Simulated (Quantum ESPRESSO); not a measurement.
# CsCaH3 (Pm-3m): zone-centre phonons, part 2 of 3

Aim: the zone-centre modes of CsCaH3 (Pm-3m).

Quantum ESPRESSO 7.5; DFT LDA, scalar-relativistic, plane waves, PseudoDojo norm-conserving pseudopotentials.

So far. Step 2 (A probe with smearing): A gap of 2.8 eV opens on this mesh, so the crystal is taken as an insulator; the start stands at -2.4 GPa. Step 4 (Self-consistent run for the response): The cell stands at 0 GPa, close enough for phonons. The relaxed cell has a = 4.467 Å (conventional setting).

## Step 5: Zone-centre response

At q = 0 one unit cell holds all displacements; symmetry groups them into irreducible representations that are solved one by one. The response to a field gives ε∞ and the Born charges, which polar modes need.

Input file ph.in:

```
phonons
&INPUTPH
  prefix = 'x'
  outdir = './tmp'
  fildyn = 'g.dyn'
  tr2_ph = 1.0d-18
  epsil  = .true.
/
0.000000000000 0.000000000000 0.000000000000
```

Run with:

```console
$ OMP_NUM_THREADS=1 mpirun -n 4 ph.x -nk 4 -in ph.in > ph.out
```

The program printed:

```text
[banners, grids, parts of the stress and lines that vanish by symmetry left out]
[banner, memory and clock lines left out]
Program PHONON v.7.5

     ./tmp/x.save/

     IMPORTANT: XC functional enforced from input :
     Exchange-correlation= PW
                           (   1   4   0   0   0   0   0)
     Any further DFT definition will be discarded
     Please, verify this is what you really want

     G-vector sticks info

     Reading collected, re-writing distributed wavefunctions in ./tmp/

     Number and degeneracy of irreps per q-point
       N         xq(1)         xq(2)         xq(3)   N irreps
       1   0.000000000   0.000000000   0.000000000       5
        3   3   3   3   3

     Calculation of q =    0.0000000   0.0000000   0.0000000

     phonons

     bravais-lattice index     =            1
     lattice parameter (alat)  =       8.4416  a.u.
     unit-cell volume          =     601.5473 (a.u.)^3
     number of atoms/cell      =            5
     number of atomic types    =            3
     kinetic-energy cut-off    =      81.0000  Ry
     charge density cut-off    =     324.0000  Ry
     convergence threshold     =      1.0E-18
     beta                      =       0.7000
     number of iterations used =            4
     Exchange-correlation= PW
                           (   1   4   0   0   0   0   0)

     celldm(1)=    8.44157  celldm(2)=    0.00000  celldm(3)=    0.00000
     celldm(4)=    0.00000  celldm(5)=    0.00000  celldm(6)=    0.00000

     crystal axes: (cart. coord. in units of alat)
               a(1) = (  1.0000  0.0000  0.0000 )
               a(2) = (  0.0000  1.0000  0.0000 )
               a(3) = (  0.0000  0.0000  1.0000 )

     reciprocal axes: (cart. coord. in units 2 pi/alat)
               b(1) = (  1.0000  0.0000  0.0000 )
               b(2) = (  0.0000  1.0000  0.0000 )
               b(3) = (  0.0000  0.0000  1.0000 )

     Atoms inside the unit cell:

     Cartesian axes

     site n.  atom      mass           positions (alat units)
        1  Cs    132.9055   tau(    1) = (    0.00000    0.00000    0.00000  )
        2  Ca     40.0780   tau(    2) = (    0.50000    0.50000    0.50000  )
        3  H       1.0080   tau(    3) = (    0.50000    0.00000    0.50000  )
        4  H       1.0080   tau(    4) = (    0.00000    0.50000    0.50000  )
        5  H       1.0080   tau(    5) = (    0.50000    0.50000    0.00000  )

     Computing dynamical matrix for
                    q = (   0.0000000   0.0000000   0.0000000 )

     49 Sym.Ops. (with q -> -q+G )

     G cutoff =  584.8329  (  59085 G-vectors)     FFT grid: ( 50, 50, 50)
     number of k points=    10
                       cart. coord. in units 2pi/alat
        k(    1) = (   0.0000000   0.0000000   0.0000000), wk =   0.0312500
        k(    2) = (   0.0000000   0.0000000   0.2500000), wk =   0.1875000
        k(    3) = (   0.0000000   0.0000000  -0.5000000), wk =   0.0937500
        [... further k-points left out ...]

     PseudoPot. # 1 for Cs read from file:
     ./pseudo/Cs.upf
     Pseudo is Norm-conserving + core correction, Zval =  9.0

     PseudoPot. # 2 for Ca read from file:
     ./pseudo/Ca.upf
     Pseudo is Norm-conserving + core correction, Zval = 10.0

     PseudoPot. # 3 for H  read from file:
     ./pseudo/H.upf
     Pseudo is Norm-conserving, Zval =  1.0

     Mode symmetry, O_h (m-3m)  point group:

     Electric field:
     Dielectric constant
     Born effective charges as d Force / d E

     Atomic displacements:
     There are    5 irreducible representations

     Representation     1      3 modes -  To be done

     Representation     2      3 modes -  To be done

     Representation     3      3 modes -  To be done

     Representation     4      3 modes -  To be done

     Representation     5      3 modes -  To be done

     Alpha used in Ewald sum =   2.8000

     Electric Fields Calculation

      iter #   1   av.it.:   7.5
      thresh= 1.000E-02 alpha_mix =  0.700 |ddv_scf|^2 =  3.288E-08

      [... iterations left out ...]
      iter #   9   av.it.:  14.4
      thresh= 1.606E-10 alpha_mix =  0.700 |ddv_scf|^2 =  4.104E-20

     End of electric fields calculation

          Dielectric constant in cartesian axis

          (       3.888030386       0.000000000       0.000000000 )
          (       0.000000000       3.888030386       0.000000000 )
          (       0.000000000       0.000000000       3.888030386 )

          Effective charges (d Force / dE) in cartesian axis without acoustic sum rule applied (asr)

           atom    1  Cs    Mean Z*:        1.09323
      Ex  (        1.09323        0.00000        0.00000 )
      Ey  (        0.00000        1.09323        0.00000 )
      Ez  (        0.00000        0.00000        1.09323 )
           atom    2  Ca    Mean Z*:        1.93009
      Ex  (        1.93009        0.00000        0.00000 )
      Ey  (        0.00000        1.93009        0.00000 )
      Ez  (        0.00000        0.00000        1.93009 )
           atom    3  H     Mean Z*:       -1.01433
      Ex  (       -0.97065        0.00000        0.00000 )
      Ey  (        0.00000       -1.10169        0.00000 )
      Ez  (        0.00000        0.00000       -0.97065 )
           atom    4  H     Mean Z*:       -1.01433
      Ex  (       -1.10169        0.00000        0.00000 )
      Ey  (        0.00000       -0.97065        0.00000 )
      Ez  (        0.00000        0.00000       -0.97065 )
           atom    5  H     Mean Z*:       -1.01433
      Ex  (       -0.97065        0.00000        0.00000 )
      Ey  (        0.00000       -0.97065        0.00000 )
      Ez  (        0.00000        0.00000       -1.10169 )

          Effective charges Sum: Mean:       -0.01968
             -0.01968        0.00000        0.00000
              0.00000       -0.01968        0.00000
              0.00000        0.00000       -0.01968

          Effective charges (d Force / dE) in cartesian axis with asr applied:
           atom    1  Cs    Mean Z*:        1.09717
      E*x (        1.09717        0.00000        0.00000 )
      E*y (        0.00000        1.09717        0.00000 )
      E*z (        0.00000        0.00000        1.09717 )
           atom    2  Ca    Mean Z*:        1.93403
      E*x (        1.93403        0.00000        0.00000 )
      E*y (        0.00000        1.93403        0.00000 )
      E*z (        0.00000        0.00000        1.93403 )
           atom    3  H     Mean Z*:       -1.01040
      E*x (       -0.96672        0.00000        0.00000 )
      E*y (        0.00000       -1.09776        0.00000 )
      E*z (        0.00000        0.00000       -0.96672 )
           atom    4  H     Mean Z*:       -1.01040
      E*x (       -1.09776        0.00000        0.00000 )
      E*y (        0.00000       -0.96672        0.00000 )
      E*z (        0.00000        0.00000       -0.96672 )
           atom    5  H     Mean Z*:       -1.01040
      E*x (       -0.96672        0.00000        0.00000 )
      E*y (        0.00000       -0.96672        0.00000 )
      E*z (        0.00000        0.00000       -1.09776 )

     Representation #   1 modes #   1   2   3

     Self-consistent Calculation

      iter #   1   av.it.:   3.7
      thresh= 1.000E-02 alpha_mix =  0.700 |ddv_scf|^2 =  1.979E-09

      [... iterations left out ...]
      iter #   8   av.it.:  14.3
      thresh= 1.167E-10 alpha_mix =  0.700 |ddv_scf|^2 =  7.313E-20

     End of self-consistent calculation

     Convergence has been achieved

     Representation #   2 modes #   4   5   6

     Self-consistent Calculation

      iter #   1   av.it.:   7.4
      thresh= 1.000E-02 alpha_mix =  0.700 |ddv_scf|^2 =  5.671E-07

      [... iterations left out ...]
      iter #   8   av.it.:  13.5
      thresh= 9.031E-10 alpha_mix =  0.700 |ddv_scf|^2 =  9.031E-19

     End of self-consistent calculation

     Convergence has been achieved

     Representation #   3 modes #   7   8   9

     Self-consistent Calculation

      iter #   1   av.it.:   6.3
      thresh= 1.000E-02 alpha_mix =  0.700 |ddv_scf|^2 =  1.300E-07

      [... iterations left out ...]
      iter #   8   av.it.:  13.6
      thresh= 3.693E-10 alpha_mix =  0.700 |ddv_scf|^2 =  4.466E-19

     End of self-consistent calculation

     Convergence has been achieved

     Representation #   4 modes #  10  11  12

     Self-consistent Calculation

      iter #   1   av.it.:   4.4
      thresh= 1.000E-02 alpha_mix =  0.700 |ddv_scf|^2 =  9.787E-09

      [... iterations left out ...]
      iter #   8   av.it.:  14.3
      thresh= 1.257E-10 alpha_mix =  0.700 |ddv_scf|^2 =  3.647E-20

     End of self-consistent calculation

     Convergence has been achieved

     Representation #   5 modes #  13  14  15

     Self-consistent Calculation

      iter #   1   av.it.:   3.3
      thresh= 1.000E-02 alpha_mix =  0.700 |ddv_scf|^2 =  1.149E-09

      [... iterations left out ...]
      iter #   6   av.it.:  14.4
      thresh= 3.225E-10 alpha_mix =  0.700 |ddv_scf|^2 =  3.864E-20

     End of self-consistent calculation

     Convergence has been achieved

     Number of q in the star =    1
     List of q in the star:
          1   0.000000000   0.000000000   0.000000000

          Dielectric constant in cartesian axis

          (       3.888030386       0.000000000       0.000000000 )
          (       0.000000000       3.888030386       0.000000000 )
          (       0.000000000       0.000000000       3.888030386 )

          Effective charges (d Force / dE) in cartesian axis without acoustic sum rule applied (asr)

           atom    1  Cs    Mean Z*:        1.09323
      Ex  (        1.09323        0.00000        0.00000 )
      Ey  (        0.00000        1.09323        0.00000 )
      Ez  (        0.00000        0.00000        1.09323 )
           atom    2  Ca    Mean Z*:        1.93009
      Ex  (        1.93009        0.00000        0.00000 )
      Ey  (        0.00000        1.93009        0.00000 )
      Ez  (        0.00000        0.00000        1.93009 )
           atom    3  H     Mean Z*:       -1.01433
      Ex  (       -0.97065        0.00000        0.00000 )
      Ey  (        0.00000       -1.10169        0.00000 )
      Ez  (        0.00000        0.00000       -0.97065 )
           atom    4  H     Mean Z*:       -1.01433
      Ex  (       -1.10169        0.00000        0.00000 )
      Ey  (        0.00000       -0.97065        0.00000 )
      Ez  (        0.00000        0.00000       -0.97065 )
           atom    5  H     Mean Z*:       -1.01433
      Ex  (       -0.97065        0.00000        0.00000 )
      Ey  (        0.00000       -0.97065        0.00000 )
      Ez  (        0.00000        0.00000       -1.10169 )

          Effective charges Sum: Mean:       -0.01968
             -0.01968        0.00000        0.00000
              0.00000       -0.01968        0.00000
              0.00000        0.00000       -0.01968

          Effective charges (d Force / dE) in cartesian axis with asr applied:
           atom    1  Cs    Mean Z*:        1.09717
      E*x (        1.09717        0.00000        0.00000 )
      E*y (        0.00000        1.09717        0.00000 )
      E*z (        0.00000        0.00000        1.09717 )
           atom    2  Ca    Mean Z*:        1.93403
      E*x (        1.93403        0.00000        0.00000 )
      E*y (        0.00000        1.93403        0.00000 )
      E*z (        0.00000        0.00000        1.93403 )
           atom    3  H     Mean Z*:       -1.01040
      E*x (       -0.96672        0.00000        0.00000 )
      E*y (        0.00000       -1.09776        0.00000 )
      E*z (        0.00000        0.00000       -0.96672 )
           atom    4  H     Mean Z*:       -1.01040
      E*x (       -1.09776        0.00000        0.00000 )
      E*y (        0.00000       -0.96672        0.00000 )
      E*z (        0.00000        0.00000       -0.96672 )
           atom    5  H     Mean Z*:       -1.01040
      E*x (       -0.96672        0.00000        0.00000 )
      E*y (        0.00000       -0.96672        0.00000 )
      E*z (        0.00000        0.00000       -1.09776 )

     Diagonalizing the dynamical matrix

     q = (    0.000000000   0.000000000   0.000000000 )

 **************************************************************************
     freq (    1) =      -0.032364 [THz] =      -1.079531 [cm-1]
     freq (    2) =      -0.032364 [THz] =      -1.079531 [cm-1]
     freq (    3) =      -0.032364 [THz] =      -1.079531 [cm-1]
     freq (    4) =       3.516617 [THz] =     117.301730 [cm-1]
     freq (    5) =       3.516617 [THz] =     117.301730 [cm-1]
     freq (    6) =       3.516617 [THz] =     117.301730 [cm-1]
     freq (    7) =      12.961402 [THz] =     432.345842 [cm-1]
     freq (    8) =      12.961402 [THz] =     432.345842 [cm-1]
     freq (    9) =      12.961402 [THz] =     432.345842 [cm-1]
     freq (   10) =      13.816599 [THz] =     460.872128 [cm-1]
     freq (   11) =      13.816599 [THz] =     460.872128 [cm-1]
     freq (   12) =      13.816599 [THz] =     460.872128 [cm-1]
     freq (   13) =      33.288400 [THz] =    1110.381493 [cm-1]
     freq (   14) =      33.288400 [THz] =    1110.381493 [cm-1]
     freq (   15) =      33.288400 [THz] =    1110.381493 [cm-1]
 **************************************************************************

     Mode symmetry, O_h (m-3m)  point group:

     freq (   1-   3) =         -1.1  [cm-1]   --> T_1u G_15  G_4- I
     freq (   4-   6) =        117.3  [cm-1]   --> T_1u G_15  G_4- I
     freq (   7-   9) =        432.3  [cm-1]   --> T_2u G_25  G_5-
     freq (  10-  12) =        460.9  [cm-1]   --> T_1u G_15  G_4- I
     freq (  13-  15) =       1110.4  [cm-1]   --> T_1u G_15  G_4- I
```

Run time: 4 min. Hardware: 4 MPI ranks of Intel Xeon at 2.70GHz, shared host.

Numbers from this step:

* miss of the charge sum rule: 0.01967 e
* largest acoustic frequency at the zone centre before the sum rule: -1.08 cm⁻¹
* highest optical zone-centre mode (no LO-TO term): 1110 cm⁻¹
* lowest optical zone-centre mode: 117.3 cm⁻¹
* mean high-frequency dielectric constant: 3.888
* largest Born charge in size (third of the trace): 1.930 e

Born charge (rows field, columns displacement), before the sum rule (e), principal values of the symmetric part by kind of site:

| atom | atoms with these values | low | middle | high | mean |
| --- | --- | --- | --- | --- | --- |
| Cs1 | 1 | 1.09 | 1.09 | 1.09 | 1.09 |
| Ca2 | 1 | 1.93 | 1.93 | 1.93 | 1.93 |
| H3 | 3 | -1.10 | -0.97 | -0.97 | -1.01 |

In full for Cs1:

```
1.09 0.00 0.00
0.00 1.09 0.00
0.00 0.00 1.09
```

High-frequency dielectric tensor:

```
3.89 0.00 0.00
0.00 3.89 0.00
0.00 0.00 3.89
```

The acoustic modes at Γ come out as far as 1.1 cm⁻¹ from zero, where they should vanish, a small numerical error; the Born charges miss their sum rule by 0.020 e, which is good.

## Step 6: Modes with the sum rule

A rigid shift of the crystal must cost nothing, but grids and finite bases break this; the acoustic sum rule is imposed before the matrix is diagonalised again. With Born charges the intensities follow, and the static dielectric tensor.

Input file dynmat.in:

```
&INPUT
  fildyn = 'g.dyn'
  asr    = 'simple'
  fileig = 'dynmat.eig'
  lperm  = .true.
/
```

Run with:

```console
$ dynmat.x -in dynmat.in > dynmat.out
```

The program printed:

```text
[banner, memory and clock lines left out]
Program DYNMAT v.7.5

     Reading Dynamical Matrix from file g.dyn
     ...Force constants read
     ...epsilon and Z* read
     A direction for q was not specified:TO-LO splitting will be absent

     Polarizability (A^3 units)
     multiply by 0.509508 for Clausius-Mossotti correction
        20.486375    0.000000    0.000000
         0.000000   20.486375    0.000000
         0.000000    0.000000   20.486375

     IR activities are in (D/A)^2/amu units

# mode   [cm-1]    [THz]      IR
    1     -0.00   -0.0000    0.0000
    2     -0.00   -0.0000    0.0000
    3      0.00    0.0000    0.0000
    4    117.32    3.5171    0.0655
    5    117.32    3.5171    0.0655
    6    117.32    3.5171    0.0655
    7    432.27   12.9592    0.0000
    8    432.27   12.9592    0.0000
    9    432.27   12.9592    0.0000
   10    460.80   13.8146   48.5555
   11    460.80   13.8146   48.5555
   12    460.80   13.8146   48.5555
   13   1110.31   33.2863   24.1025
   14   1110.31   33.2863   24.1025
   15   1110.31   33.2863   24.1025

Electronic dielectric permittivity tensor (relative, adimensional)
         3.888030    0.000000    0.000000
         0.000000    3.888030    0.000000
         0.000000    0.000000    3.888030

 ... with zone-center polar mode contributions
         9.940994   -0.000000   -0.000000
        -0.000000    9.940994   -0.000000
        -0.000000   -0.000000    9.940994

[end of the log left out, with the tail of the file of modes that dynmat.x writes under the same name]
```

It took 0.71 s on 1 thread.

Numbers from this step:

```yaml
mean_static_dielectric_constant: 9.941
```

(Part 2 of 3 ends here.)

[Host names and launcher messages were left out of these logs when they were recorded.]

[Logs are printed without paths, hosts, clocks, repeated set-up lines and the standing remarks that a program may print on its own settings, such as how far it seeks lower states.]

[Hosts, paths, dates, database ids (printed as entryN), source tags and the programs' standing remarks are cut or masked in the printed files.]
